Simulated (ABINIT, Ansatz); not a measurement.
## CdF2 (Fm-3m): modes at Γ and the response to a field

Wanted: the vibrations of CdF2 (Fm-3m) at Γ, by two programs.

Method: DFT LDA, scalar-relativistic, plane waves, PseudoDojo norm-conserving pseudopotentials, in ABINIT 10.8.3.

Report form: the programs' logs are mostly left out.

**1. Set-up**

The structure is cubic, space group Fm-3m (No. 225). The conventional cell has a = 5.388 Å, b = 5.388 Å, c = 5.388 Å, α = 90.00°, β = 90.00°, γ = 90.00°. Cd has 8 F at 2.33 Å nearest. Nearest to F lie 4 Cd at 2.33 Å. Farther neighbours and most contacts between anions are not listed.

**2. A first look**

A first run with smearing and empty bands tells whether the crystal has a gap, which decides between fixed occupations and smearing later on.

The input, probe.abi:

```
# ground state
tolvrs 1.0d-08
prtden 1
prtwf 1

# basis, mesh and filling
ecut 47.0
ngkpt 6 6 6
nshiftk 1
shiftk 0.0 0.0 0.0
istwfk *1
occopt 7
tsmear 0.005
nband 25
nstep 100
diemac 9.0
prtebands 0
prtgsr 0
useylm 1

# cell and atoms
acell 7.199651192 7.199651192 7.199651192
rprim 
    0.0 0.7071067812 0.7071067812
    0.7071067812 0.0 0.7071067812
    0.7071067812 0.7071067812 0.0
ntypat 2
znucl 48 9
natom 3
typat 1 2 2
xred 
    0.0 0.0 0.0
    0.25 0.25 0.25
    0.75 0.75 0.75
pp_dirpath "./pseudo"
pseudos "Cd.upf, F.upf"
```

The run is started by

```sh
> OMP_NUM_THREADS=1 mpirun -n 8 abinit probe.abi > probe.log
```

The job ended after 8.3 s (8 MPI ranks of Arm Neoverse V2, shared host; 65 s of CPU time).

This step gave:

```yaml
volume_per_atom: 13.03 Å³
pressure: -6.202 GPa
gap_on_the_k_mesh: 2.841 eV
```

A gap of 2.8 eV opens on this mesh, so the crystal is taken as an insulator; the printed pressure holds the stress of the finite basis too.

**3. Relaxing the cell and atoms**

The harmonic expansion needs vanishing forces, and a free crystal bears no stress, so cell and atoms are brought to rest. Stress is more sensitive to the basis than forces are: the last 3 Ha under the cutoff are smoothed with ecutsm, and the cutoff is raised above that of the later runs.

The input, relax.abi:

```
# relaxation
ionmov 2
optcell 2
dilatmx 1.08
ntime 40
tolmxf 1.0d-05
tolvrs 1.0d-14
prtwf 0
prtden 0
chksymtnons 0

# basis, mesh and filling
ecut 57.0
ecutsm 3.0
ngkpt 8 8 8
nshiftk 1
shiftk 0.0 0.0 0.0
istwfk *1
occopt 1
nband 17
nstep 100
diemac 9.0
prtebands 0
prtgsr 0
useylm 1

# cell and atoms
acell 7.199651192 7.199651192 7.199651192
rprim 
    0.0 0.7071067812 0.7071067812
    0.7071067812 0.0 0.7071067812
    0.7071067812 0.7071067812 0.0
ntypat 2
znucl 48 9
natom 3
typat 1 2 2
xred 
    0.0 0.0 0.0
    0.25 0.25 0.25
    0.75 0.75 0.75
pp_dirpath "./pseudo"
pseudos "Cd.upf, F.upf"
```

The run is started by

```sh
> OMP_NUM_THREADS=1 mpirun -n 8 abinit relax.abi > relax.log
```

Elapsed: 1.9 min, on 8 MPI ranks.

Relaxation path:

| step | energy less that of the first step (eV) | largest force (eV/Å) | volume (Å³) |
| --- | --- | --- | --- |
| 1 | 0.0000 | 0.0000 | 39.10 |
| 2 | -0.0207 | 0.0000 | 38.42 |
| 3 | -0.0365 | 0.0000 | 37.05 |
| 4 | -0.0367 | 0.0000 | 37.16 |
| 5 | -0.0367 | 0.0000 | 37.16 |

| conventional cell, symmetrised | before | after | change |
| --- | --- | --- | --- |
| a (Å) | 5.388 | 5.297 | -1.7 % |
| b (Å) | 5.388 | 5.297 | -1.7 % |
| c (Å) | 5.388 | 5.297 | -1.7 % |
| volume (Å³/atom) | 13.03 | 12.39 | -5.0 % |

Final coordinates:

```
Cd F
1.0
     0.00000    2.64851    2.64851
     2.64851    0.00000    2.64851
     2.64851    2.64851    0.00000
Cd F
1 2
Direct
  0.00000 0.00000 0.00000
  0.25000 0.25000 0.25000
  0.75000 0.75000 0.75000
```

Read from the output:

| Quantity | Value |
| --- | --- |
| volume per atom | 12.39 Å³ |
| pressure | -9.42e-5 GPa |

The volume changes by -5.0 % in this run and stands -5.0 % from the first cell.

**4. Ground state**

First-order wavefunctions inherit every error of the ground state, hence the very tight tolvrs. The mesh is shifted off Γ, since shifted meshes converge sums over the zone faster.

The input, gs.abi:

```
# ground state
tolvrs 1.0d-16
prtden 1
prtwf 1

# basis, mesh and filling
ecut 47.0
ngkpt 6 6 6
nshiftk 4
shiftk 
    0.5 0.5 0.5
    0.5 0.0 0.0
    0.0 0.5 0.0
    0.0 0.0 0.5
istwfk *1
occopt 1
nband 17
nstep 100
diemac 9.0
prtebands 0
prtgsr 0
useylm 1

# cell and atoms
acell 7.078082086 7.078082086 7.078082086
rprim 
    0.0 0.7071067812 0.7071067812
    0.7071067812 0.0 0.7071067812
    0.7071067812 0.7071067812 0.0
ntypat 2
znucl 48 9
natom 3
typat 1 2 2
xred 
    0.0 0.0 0.0
    0.25 0.25 0.25
    0.75 0.75 0.75
pp_dirpath "./pseudo"
pseudos "Cd.upf, F.upf"
```

The run is started by

```sh
> OMP_NUM_THREADS=1 mpirun -n 8 abinit gs.abi > gs.log
```

Wall time 23 s (8 MPI ranks); 3 min of CPU time.

Numbers from this step:

```
pressure : -0.4865 GPa
```

The cell stands at -0.49 GPa: the relaxation ran with a smoothed and higher cutoff and on another k mesh.

**5. Empty bands**

Empty bands on the ground state's density check that the gap assumed so far is there in this cell.

The input, gap.abi:

```
# empty bands on the ground state's density
iscf -2
getden_filepath "gso_DEN"
tolwfr 1.0d-12
nbdbuf 2
prtwf 0

# basis, mesh and filling
ecut 47.0
ngkpt 8 8 8
nshiftk 1
shiftk 0.0 0.0 0.0
istwfk *1
occopt 1
nband 21
nstep 100
diemac 9.0
prtebands 0
prtgsr 0
useylm 1

# cell and atoms
acell 7.078082086 7.078082086 7.078082086
rprim 
    0.0 0.7071067812 0.7071067812
    0.7071067812 0.0 0.7071067812
    0.7071067812 0.7071067812 0.0
ntypat 2
znucl 48 9
natom 3
typat 1 2 2
xred 
    0.0 0.0 0.0
    0.25 0.25 0.25
    0.75 0.75 0.75
pp_dirpath "./pseudo"
pseudos "Cd.upf, F.upf"
```

The run is started by

```sh
> OMP_NUM_THREADS=1 mpirun -n 8 abinit gap.abi > gap.log
```

Wall time 9.1 s (8 MPI ranks).

Numbers from this step:

```yaml
gap_on_the_k_mesh: 3.005 eV
```

In this cell the gap on the mesh is 3.0 eV, indirect (smallest direct 3.4 eV), so fixed occupations hold.

**6. Linear response at Γ**

The derivative of the wavefunctions by k comes first, since the response to a field is built on it; then the field and the displacements that symmetry doesn't supply are solved at q = 0.

It reads the wavefunctions written in step 4.

The input, dfpt_gamma.abi:

```
ndtset 2

# common to the responses
getwfk_filepath "gso_WFK"
kptopt 2
nqpt 1
qpt 0.0 0.0 0.0
asr 0
chneut 0

# d/dk
rfelfd1 2
rfdir1 1 1 1
iscf1 -3
tolwfr1 1.0d-20

# displacements, field
rfphon2 1
rfatpol2 1 3
rfdir2 1 1 1
rfelfd2 3
getddk2 1
tolvrs2 1.0d-10
prtwf2 0

# basis, mesh and filling
ecut 47.0
ngkpt 6 6 6
nshiftk 4
shiftk 
    0.5 0.5 0.5
    0.5 0.0 0.0
    0.0 0.5 0.0
    0.0 0.0 0.5
istwfk *1
occopt 1
nband 17
nstep 100
diemac 9.0
prtebands 0
prtgsr 0
useylm 1

# cell and atoms
acell 7.078082086 7.078082086 7.078082086
rprim 
    0.0 0.7071067812 0.7071067812
    0.7071067812 0.0 0.7071067812
    0.7071067812 0.7071067812 0.0
ntypat 2
znucl 48 9
natom 3
typat 1 2 2
xred 
    0.0 0.0 0.0
    0.25 0.25 0.25
    0.75 0.75 0.75
pp_dirpath "./pseudo"
pseudos "Cd.upf, F.upf"
```

The run is started by

```sh
> OMP_NUM_THREADS=1 mpirun -n 8 abinit dfpt_gamma.abi > dfpt_gamma.log
```

It took 19 min on 8 MPI ranks.

This step gave:

```yaml
miss_of_the_charge_sum_rule: 4.24e-4 e
largest_acoustic_frequency_at_the_zone_centre_before_the_sum_rule: 2.22 cm⁻¹
highest_optical_zone_centre_mode_no_lo_to_term: 319.1 cm⁻¹
lowest_optical_zone_centre_mode: 238.6 cm⁻¹
mean_high_frequency_dielectric_constant: 2.918
largest_born_charge_in_size_third_of_the_trace: 2.453 e
```

Born charge (rows field, columns displacement), before the sum rule (e), principal values of the symmetric part by kind of site:

| atom | atoms with these values | low | middle | high | mean |
| --- | --- | --- | --- | --- | --- |
| Cd1 | 1 | 2.45 | 2.45 | 2.45 | 2.45 |
| F2 | 2 | -1.23 | -1.23 | -1.23 | -1.23 |

In full for F2:

```
-1.23  0.00  0.00
 0.00 -1.23  0.00
 0.00  0.00 -1.23
```

High-frequency dielectric tensor:

```
2.92 0.00 0.00
0.00 2.92 0.00
0.00 0.00 2.92
```

The acoustic modes at Γ come out as far as 2.2 cm⁻¹ from zero, where they should vanish, a small numerical error; the Born charges miss their sum rule by 4.2e-4 e, which is good.

**7. Zone-centre analysis**

anaddb reads the merged derivatives, imposes the acoustic sum rule and charge neutrality, and adds the LO-TO term along chosen directions.

The input, anaddb.abi:

```
ddb_filepath "gamma_DDB"
output_file "anaddb.abo"
outdata_prefix "anaddb"
asr 1
chneut 1
enunit 2
eivec 1
nph1l 1
qph1l 0.0 0.0 0.0 1.0
dieflag 1
nph2l 3
qph2l 
    1.0 0.0 0.0 0.0
    0.0 0.0 1.0 0.0
    1.0 1.0 1.0 0.0
```

The input, mrgddb.in:

```
gamma_DDB
merged
2
dfpt_gammao_DS2_DDB
gso_DDB
```

The run is started by

```sh
> mrgddb < mrgddb.in > mrgddb.log
> OMP_NUM_THREADS=1 anaddb anaddb.abi > anaddb.log
```

Elapsed: 0.52 s, on 1 thread.

Read from the output:

```
mean static dielectric constant      : 7.847
highest mode moved by the LO-TO term : 391.2 cm⁻¹
```

No LO-TO term; unit eigenvectors of the mass-weighted matrix, from anaddb's displacements. Modes at Γ, with each element's share of the kinetic energy:

| mode | frequency (cm⁻¹) | symmetry | Cd % | F % |
| --- | --- | --- | --- | --- |
| 1 | 0.0 | acoustic | 75 | 25 |
| 2 | 0.0 | acoustic | 75 | 25 |
| 3 | 0.0 | acoustic | 75 | 25 |
| 4 | 238.6 | T1u | 25 | 75 |
| 5 | 238.6 | T1u | 25 | 75 |
| 6 | 238.6 | T1u | 25 | 75 |
| 7 | 319.1 | T2g | 0 | 100 |
| 8 | 319.1 | T2g | 0 | 100 |
| 9 | 319.1 | T2g | 0 | 100 |

Displacements in mode 6 (238.6 cm⁻¹), the largest set to 1:
```
Cd1  0.34  0.00  0.00
F2  -1.00  0.00  0.00
F3  -1.00  0.00  0.00
```

Displacements in mode 9 (319.1 cm⁻¹), the largest set to 1:
```
Cd1  0.00  0.00  0.00
F2   1.00  0.00  0.00
F3  -1.00  0.00  0.00
```

Trace of the oscillator strength, degenerate modes summed. Infrared lines, with heights relative to the strongest:

| position (cm⁻¹) | lines merged | IR intensity, relative |
| --- | --- | --- |
| 239 | 3 | 100 |
| 319 | 3 | 0.0 |

Static dielectric tensor (ions relaxed, fixed cell):

```
7.85 0.00 0.00
0.00 7.85 0.00
0.00 0.00 7.85
```

The rule moves no optical mode by more than 0.1 cm⁻¹.

**8. Sum rules set otherwise (asr 0)**

Without the rule the raw error of the acoustic modes shows.

anaddb.abi, as its differences from that of step 7:

```diff
@@ -3,4 +3,4 @@
 outdata_prefix "anaddb"
-asr 1
-chneut 1
+asr 0
+chneut 0
 enunit 2
```

mrgddb.in is that of step 7.

Run time: 0.51 s. Hardware: 1 thread.

Numbers from this step:

```yaml
mean_static_dielectric_constant: 7.846
```

Zone-centre frequencies as printed; negative means imaginary. Modes:

| mode | frequency (cm⁻¹) |
| --- | --- |
| 1 | 2.22 |
| 2 | 2.22 |
| 3 | 2.22 |
| 4 | 238.6 |
| 5 | 238.6 |
| 6 | 238.6 |
| 7 | 319.1 |
| 8 | 319.1 |
| 9 | 319.1 |

**9. The same in Ansatz**

The same cell, potentials and cutoff go through another code, on another k mesh. Its k mesh is centred on Γ.

This step: DFT LDA, scalar-relativistic, plane waves, PseudoDojo norm-conserving pseudopotentials (Ansatz 0.2.0).

The input, input.yaml:

```yaml
crystal:
  lattice:
    - [0.0, 2.6485106893, 2.6485106893]
    - [2.6485106893, 0.0, 2.6485106893]
    - [2.6485106893, 2.6485106893, 0.0]
  atoms:
    - { symbol: Cd, position: [0.0, 0.0, 0.0] }
    - { symbol: F, position: [0.25, 0.25, 0.25] }
    - { symbol: F, position: [0.75, 0.75, 0.75] }
kpoints:
  mp_grid: { grid: [8, 8, 8] }
hamiltonian:
  xc: lda
  pseudopotentials: { kind: nc, accuracy: standard }
scf:
  occupations: { method: fixed }
output:
  eigenvalues: true
basis:
  ecutwfc: 1278.935
phonons:
  method: dfpt
  dielectric: true
  rigid_motions: translations
```

The run is started by

```sh
> ansatz run input.yaml --threads 8 --pin off --max-ram 16384MiB --backend cpu --events-out ev --progress --plain --runs-dir out
```

Wall time 20 s (8 threads); peak memory 1.5 GiB.

This step gave:

```
sum-rule residual before enforcement             : 0.003969 eV/Å²
miss of the charge sum rule                      : 2.07e-4 e
largest Born charge in size (third of the trace) : 2.452 e
mean static dielectric constant                  : 7.845
```

Transverse modes. Lines of the infrared spectrum (strongest = 100):

| position (cm⁻¹) | label | IR intensity ((D/Å)²/amu), degenerate modes summed, relative |
| --- | --- | --- |
| 239 | T1u | 100 |
| 319 | T2g | 0.0 |

**10. Side by side: ABINIT PseudoDojo and Ansatz, PseudoDojo**

Numbers from this step:

| Item | Value |
| --- | --- |
| root-mean-square difference | 0 cm⁻¹ |
| largest difference | 0 cm⁻¹ |

Frequencies side by side, by row:

| q (reciprocal lattice) | mode | ABINIT PseudoDojo (cm⁻¹) | Ansatz, PseudoDojo (cm⁻¹) |
| --- | --- | --- | --- |
| 0 0 0 | 1 | 0 | 0 |
| 0 0 0 | 2 | 0 | 0 |
| 0 0 0 | 3 | 0 | 0 |
| 0 0 0 | 4 | 238.6 | 238.6 |
| 0 0 0 | 5 | 238.6 | 238.6 |
| 0 0 0 | 6 | 238.6 | 238.6 |
| 0 0 0 | 7 | 319.1 | 319.1 |
| 0 0 0 | 8 | 319.1 | 319.1 |
| 0 0 0 | 9 | 319.1 | 319.1 |

The two runs side by side. Further quantities:

| quantity | ABINIT PseudoDojo | Ansatz, PseudoDojo |
| --- | --- | --- |
| mean ε∞ | 2.918 | 2.918 |
| largest Born charge in size (e; the first before, the second after the charge sum rule) | 2.453 | 2.452 |
| summed IR intensity ((D/Å)²/amu) | 14.66 | 14.66 |

At the zone centre the largest difference (acoustic modes at Γ apart) is 0.003 % of the highest mode.

**11. What came out**

```yaml
space_group_after_relaxation: Fm-3m
volume_per_atom: 12.4 Å³
highest_optical_zone_centre_mode_no_lo_to_term: 319.1 cm⁻¹
lowest_optical_zone_centre_mode: 238.6 cm⁻¹
highest_mode_moved_by_the_lo_to_term: 391.2 cm⁻¹
mean_high_frequency_dielectric_constant: 2.92
largest_born_charge_in_size_third_of_the_trace: 2.45 e
mean_static_dielectric_constant: 7.85
imaginary_optical_modes_at_the_zone_centre_no_q_mesh_in_this_session: none
largest_difference_from_ansatz_pseudodojo: 0 cm⁻¹
```

In words: At the LDA level the optical modes of CdF2 (Fm-3m) at the zone centre (no LO-TO term) run from 239 to 319 cm⁻¹. The base run prints -0.49 GPa, mostly the error of a finite basis; the relaxation, with a smoothed and higher cutoff, had brought the cell to rest. Along the directions run, the highest mode that the macroscopic field moves lies at 391 cm⁻¹. Lattice motion raises the mean dielectric constant from 2.918 to 7.847. The Born charge of Cd is 2.453 e against a formal charge of +2, somewhat above it. ABINIT PseudoDojo and Ansatz, PseudoDojo agree to 0.01 cm⁻¹ (0.003 % of the highest mode compared) on all solved modes but the acoustic ones at Γ, without the LO-TO term. These are harmonic frequencies at zero temperature: anharmonic shifts and linewidths and thermal expansion are left out. Ansatz warns that the cutoff lies 8 % under the one recommended for these files; agreement at one cutoff is not convergence.

[Host names and launcher messages were left out of these logs when they were recorded.]

[Logs are printed without paths, hosts, clocks, repeated set-up lines and the standing remarks that a program may print on its own settings, such as how far it seeks lower states.]

[Hosts, paths, dates, database ids (printed as entryN), source tags and the programs' standing remarks are cut or masked in the printed files.]
